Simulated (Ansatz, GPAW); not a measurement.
**Dielectric function and optical constants of BaCoS3 (model structure)**

Aim: the dielectric function of BaCoS3 (model structure), and the optical constants that follow from it. The structure is a model built here, which may or may not match a known phase. It was built so: All O replaced by S and Sr replaced by Ba in the Pm-3m structure of SrCoO3. The cell is first relaxed with Ansatz.

Program: GPAW 26.7.0. Level of theory: DFT, RPBE, plane-wave PAW (GPAW data sets), scalar-relativistic, RPA, optical limit. Results are calculated unless marked as measured.

Most raw output is cut from this account.

### 1. Starting point

Symmetry: Pm-3m, No. 221, cubic system. The conventional cell has a = 4.739 Å, b = 4.739 Å, c = 4.739 Å, α = 90.00°, β = 90.00°, γ = 90.00°. Ba has 12 S at 3.35 Å nearest. Nearest to Co lie 6 S at 2.37 Å. Nearest to S lie 2 Co at 2.37 Å and 4 Ba at 3.35 Å. All O replaced by S and Sr replaced by Ba in the Pm-3m structure of SrCoO3. Farther neighbours and most contacts between anions are not listed.

As a file:

```cif
data_structure
_symmetry_space_group_name_H-M 'P 1'
_symmetry_Int_Tables_number 1
_cell_length_a 4.7385
_cell_length_b 4.7385
_cell_length_c 4.7385
_cell_angle_alpha 90.000
_cell_angle_beta 90.000
_cell_angle_gamma 90.000
_cell_volume 106.40
loop_
_atom_site_label
_atom_site_type_symbol
_atom_site_fract_x
_atom_site_fract_y
_atom_site_fract_z
_atom_site_occupancy
Ba1 Ba 0.00000 0.00000 0.00000 1
Co2 Co 0.50000 0.50000 0.50000 1
S3 S 0.50000 0.00000 0.50000 1
S4 S 0.00000 0.50000 0.50000 1
S5 S 0.50000 0.50000 0.00000 1
```

### 2. Relaxation

Spectra hang on bond lengths, so the cell is first brought to its minimum.

This step: DFT, RPBE, plane-wave PAW, default files, scalar-relativistic, relaxation (Ansatz 0.2.0).

Contents of input.yaml:

```yaml
crystal:
  lattice:
    - [4.7385404, 0.0, 0.0]
    - [0.0, 4.7385404, 0.0]
    - [0.0, 0.0, 4.7385404]
  atoms:
    - { symbol: Ba, position: [0.0, 0.0, 0.0] }
    - { symbol: Co, position: [0.5, 0.5, 0.5], spin: 2.0 }
    - { symbol: S, position: [0.5, 0.0, 0.5] }
    - { symbol: S, position: [0.0, 0.5, 0.5] }
    - { symbol: S, position: [0.5, 0.5, 0.0] }
magnetization:
  spin_polarized: true
kpoints:
  mp_grid: { grid: [5, 5, 5] }
scf:
  occupations: { method: fermi_dirac, width: 0.05 }
hamiltonian:
  xc: rpbe
output:
  forces: true
  stress: true
relax:
  f_tol: 0.02
  max_steps: 50
  cell: {}
```

Run with:

```bash
> ansatz run input.yaml --threads 1 --pin off --max-ram 4096MiB --backend cpu --events-out ev --progress --plain --runs-dir out
```

The job ended after 18 s (1 thread of Arm Neoverse V1, shared host; peak memory 0.4 GiB).

Little changed from the start: no atom moved by 0.005 Å and no cell edge by 0.1 %.

### 3. Ground state

First the ground state: is it a metal or has it a gap?

This step: DFT, RPBE, plane-wave PAW (GPAW data sets), scalar-relativistic, ground state (GPAW 26.7.0).

Contents of gs.py:

```python
from ase import Atoms
from ase.dft.bandgap import bandgap
from gpaw import GPAW, PW, FermiDirac

atoms = Atoms(['Ba', 'Co', 'S', 'S', 'S'],
              cell=[[4.73715376, 0.00000000, 0.00000000],
                    [0.00000000, 4.73715376, 0.00000000],
                    [0.00000000, 0.00000000, 4.73715376]],
              scaled_positions=[[0.00000000, 0.00000000, 0.00000000],
                                [0.50000000, 0.50000000, 0.50000000],
                                [0.50000000, 1.00000000, 0.50000000],
                                [1.00000000, 0.50000000, 0.50000000],
                                [0.50000000, 0.50000000, 0.00000000]],
              pbc=[True, True, True])
atoms.set_initial_magnetic_moments([0.0, 2.0, 0.0, 0.0, 0.0])
atoms.calc = GPAW(mode=PW(500), xc='RPBE', kpts={'size': (5, 5, 5), 'gamma': True},
                  occupations=FermiDirac(0.05), maxiter=150, txt='gs.txt')
print('energy (eV)', atoms.get_potential_energy())
print('Fermi level (eV)', atoms.calc.get_fermi_level())
print('valence electrons', atoms.calc.get_number_of_electrons())
print('gap (eV)', bandgap(atoms.calc, output=None)[0])
print('direct gap (eV)', bandgap(atoms.calc, direct=True, output=None)[0])
print('moments', atoms.get_magnetic_moments().round(3).tolist())
atoms.calc.write('gs.gpw')
```

Run with:

```bash
> OMP_NUM_THREADS=1 python gs.py
```

Elapsed: 42 s, on 1 thread; peak memory 0.19 GiB.

This step gave:

```
energy       : -24.23 eV
Fermi energy : 6.814 eV
electrons    : 37
site moments : 0.009, 1.264, 0.162, 0.162, 0.162 μB
```

There are states at the Fermi level within the smearing, so the occupations stay smeared and the carriers get a Drude term.

### 4. Bands for the response

At the fixed density, many empty bands are solved on the mesh of the response, since the spectrum sums over them.

This step: DFT, RPBE, plane-wave PAW (GPAW data sets), scalar-relativistic, bands at fixed density (GPAW 26.7.0).

Contents of nscf.py:

```python
from ase.dft.bandgap import bandgap
from gpaw import GPAW, FermiDirac

calc = GPAW('gs.gpw').fixed_density(kpts={'size': (8, 8, 8), 'gamma': True}, nbands=61, convergence={'bands': 55},
                                    occupations=FermiDirac(0.05), txt='nscf.txt')
print('gap (eV)', bandgap(calc, output=None)[0])
print('direct gap (eV)', bandgap(calc, direct=True, output=None)[0])
print('top band over the Fermi level (eV)', min(calc.get_eigenvalues(kpt=k)[54] for k in range(len(calc.get_ibz_k_points()))) - calc.get_fermi_level())
calc.write('full.gpw', mode='all')
```

Run with:

```bash
> OMP_NUM_THREADS=1 python nscf.py
```

Wall time 5.3 min (1 thread); peak memory 0.4 GiB.

### 5. Dielectric function, RPA

Transitions between filled and empty bands, summed over the zone, give the optical response, so mesh, band count and broadening shape it.

The induced potential is part of this response.

This step: DFT, RPBE, plane-wave PAW (GPAW data sets), scalar-relativistic, RPA, optical limit (GPAW 26.7.0).

Contents of df.py:

```python
from gpaw.response.df import DielectricFunction

df = DielectricFunction('full.gpw', frequencies={'type': 'nonlinear', 'domega0': 0.03, 'omega2': 8},
                        ecut=30,
                        eta=0.15,
                        nbands=55,
                        rate=0.03,
                        txt='df.txt')
for direction in ['x']:
    df.get_dielectric_function(xc='RPA', direction=direction, filename=f'df_{direction}.csv')
```

Run with:

```bash
> OMP_NUM_THREADS=1 python df.py
```

It took 53 s on 1 thread; peak memory 0.34 GiB.

Sum at mesh points, not converged in k. The Im ε, E ∥ x by photon energy; read off at these points:

photon energy (eV), Im ε, E ∥ x and a bar:
```
     0.50         55 ##############################
     1.00         17 #########
     1.50          8 ####
     2.00          6 ###
     2.50          4 #
     3.00          2 #
     3.50          2 
     4.00          2 
     4.50          3 #
     5.00          4 ##
     5.50          5 ##
     6.00          4 ##
     6.50          4 ##
     7.00          4 ##
     7.50          3 #
     8.00          3 #
     8.50          4 #
     8.70          4 #
     9.00          3 #
     9.50          3 #
    10.00          3 #
    10.50          3 #
    11.00          2 #
    11.50          2 #
    12.00          2 
    12.50          1 
    13.00          1 
    13.50          1 
    14.00          1 
    14.50          1 
    15.00          1 
    15.50          1 
    16.00          1 
    16.23          1 
    16.50          1 
    17.00          1 
    17.50          1
```

Values under 1 per cm are given as 1; sum at mesh points, not converged in k. Absorption coefficient, E ∥ x against photon energy:

photon energy (eV), log10 absorption coefficient, E ∥ x (1/cm) and a bar from the least value:
```
    0.492        5.6 ##########
    1.010        5.7 #############
    1.486        5.7 #############
    1.985        5.7 ############
    2.508        5.7 ###########
    3.018        5.5 ######
    3.510        5.4 
    3.980        5.4 
    4.516        5.5 #####
    4.981        5.6 ###########
    5.515        5.9 ####################
    6.021        5.9 #####################
    6.494        5.9 ######################
    6.985        5.9 #######################
    7.496        5.9 #######################
    8.026        5.9 ######################
    8.516        6.0 #########################
    9.023        6.0 ###########################
    9.483        6.1 ############################
   10.026        6.1 ##############################
   10.519        6.1 ##############################
   11.029        6.1 #############################
   11.479        6.1 #############################
   12.023        6.1 ##############################
   12.504        6.1 ############################
   13.000        6.0 ##########################
   13.512        6.0 ########################
   14.040        6.0 ########################
   14.493        6.0 #########################
   14.960        6.0 ##########################
   15.536        6.0 ##########################
   16.031        6.1 ############################
   16.541        6.1 ##############################
   16.959        6.1 ##############################
   17.496        6.1 #############################
```

Sum at mesh points, not converged in k. Table of Im ε, E ∥ x by photon energy; read off at these points:

```tsv
photon energy (eV)	without local fields	with local fields
0.50	54.6	54.8
1.00	16.5	16.8
1.50	7.76	8.14
2.00	5.48	5.77
2.50	3.43	3.52
3.00	2.34	2.24
3.50	2.04	1.92
4.00	2.27	2.02
4.50	3.15	2.65
5.00	4.74	3.91
5.50	6.44	5.26
6.00	5.20	4.46
6.50	4.38	3.94
7.00	4.27	3.84
7.50	3.80	3.33
8.00	3.96	3.23
8.50	4.57	3.60
8.77	4.76	3.69
9.00	4.50	3.43
9.50	4.61	3.41
10.00	3.93	3.06
10.50	3.44	2.64
11.00	2.91	2.26
11.50	2.73	2.18
12.00	2.07	1.93
12.50	1.59	1.43
13.00	1.49	1.23
13.50	1.42	1.13
14.00	1.44	1.18
14.50	1.19	1.26
15.00	1.14	1.31
15.50	1.28	1.29
16.00	1.55	1.44
16.50	2.25	1.43
16.64	2.34	1.40
17.00	2.26	1.31
17.50	2.25	1.19
```

Sum at mesh points, not converged in k. The loss function −Im 1/ε at q → 0, E ∥ x by energy loss; read off at these points:

```tsv
energy loss (eV)	loss function −Im 1/ε at q → 0, E ∥ x
0.50	0.00917
1.00	0.0242
1.50	0.0600
2.00	0.122
2.50	0.203
3.00	0.442
3.14	0.509
3.50	0.304
4.00	0.180
4.50	0.131
5.00	0.125
5.50	0.152
6.00	0.204
6.50	0.239
7.00	0.244
7.50	0.280
8.00	0.259
8.50	0.250
9.00	0.285
9.50	0.289
10.00	0.326
10.50	0.376
11.00	0.437
11.50	0.458
12.00	0.503
12.50	0.673
13.00	0.813
13.50	0.862
14.00	0.748
14.50	0.694
15.00	0.669
15.50	0.670
16.00	0.615
16.50	0.673
17.00	0.747
17.50	0.810
```

Sum at mesh points, not converged in k. Table of reflectivity at normal incidence, E ∥ x by photon energy; read off at these points:

photon energy (eV), reflectivity at normal incidence, E ∥ x (%) and a bar from the least value:
```
     0.50       84.1 ##############################
     1.00       77.5 ###########################
     1.50       66.2 #######################
     2.00       51.6 #################
     2.50       44.7 ##############
     3.00       23.3 #####
     3.50       10.0 
     4.00       11.2 #
     4.50       15.4 ##
     5.00       20.1 ####
     5.50       25.1 ######
     5.56       25.2 ######
     6.00       23.9 ######
     6.50       22.9 #####
     7.00       22.4 #####
     7.50       20.3 ####
     8.00       18.0 ###
     8.50       20.6 ####
     9.00       22.5 #####
     9.50       23.0 #####
    10.00       25.9 ######
    10.50       24.8 ######
    11.00       24.2 ######
    11.50       22.0 #####
    12.00       24.4 ######
    12.34       24.8 ######
    12.50       23.3 #####
    13.00       18.0 ###
    13.50       13.5 #
    14.00       10.3 
    14.50       10.3 
    15.00       10.4 
    15.50       10.2 
    16.00       11.0 
    16.50       13.6 #
    17.00       14.4 ##
    17.07       14.5 ##
    17.50       13.3 #
```

Optical constants at common wavelengths, from n + ik = √ε:

```tsv
wavelength (nm)	n	k	R (%)	1/α
1550	2.41	5.891	79.2	21 nm
1064	1.53	4.082	73.4	21 nm
800	1.27	3.018	64.4	21 nm
633	1.25	2.348	52.7	21 nm
365	1.35	0.694	10.1	42 nm
308	1.75	0.582	11.4	42 nm
248	2.19	0.893	20.1	22 nm
```

In reflection the computed colour is yellow: x = 0.342, y = 0.370, luminous reflectivity 49 %.

### 6. What came out

What this shows: At this level (RPBE, RPA) BaCoS3 is a metal. The mesh is too coarse to trust the carriers' weight, the reflectivity or the colour to better than tens of per cent. In reflection the computed colour is yellow: x = 0.342, y = 0.370, luminous reflectivity 49 %. The carriers' damping of 0.03 eV is typed, not computed; it shapes the response at the lowest energies. Spin-orbit coupling is left out although heavy atoms are present. The magnetic state comes from one start and need not be the lowest. The curves end at 18 eV, about where the summed bands run out. In this version of GPAW the matrix elements of the optical limit are incomplete, which can lower ε − 1 by up to a tenth where first-row anions or d states rule, and shift it by more in d metals. GPAW's carrier term has the form −ωp²/(ω + i·rate)², which damps like twice the rate and fails at low energy, so the curves leave the lowest energies out. The sum runs over mesh points 0.17 Å⁻¹ apart with no interpolation, so peaks are partly noise of the mesh, and the Drude plasma energy, a sum over the Fermi surface, isn't converged.

[Machine, clock and banner lines and Python warnings are left out of the logs.]

[Logs are printed without paths, hosts, clocks, repeated set-up lines and the standing remarks that a program may print on its own settings, such as how far it seeks lower states.]

[Hosts, paths, dates, database ids (printed as entryN), source tags and the programs' standing remarks are cut or masked in the printed files.]
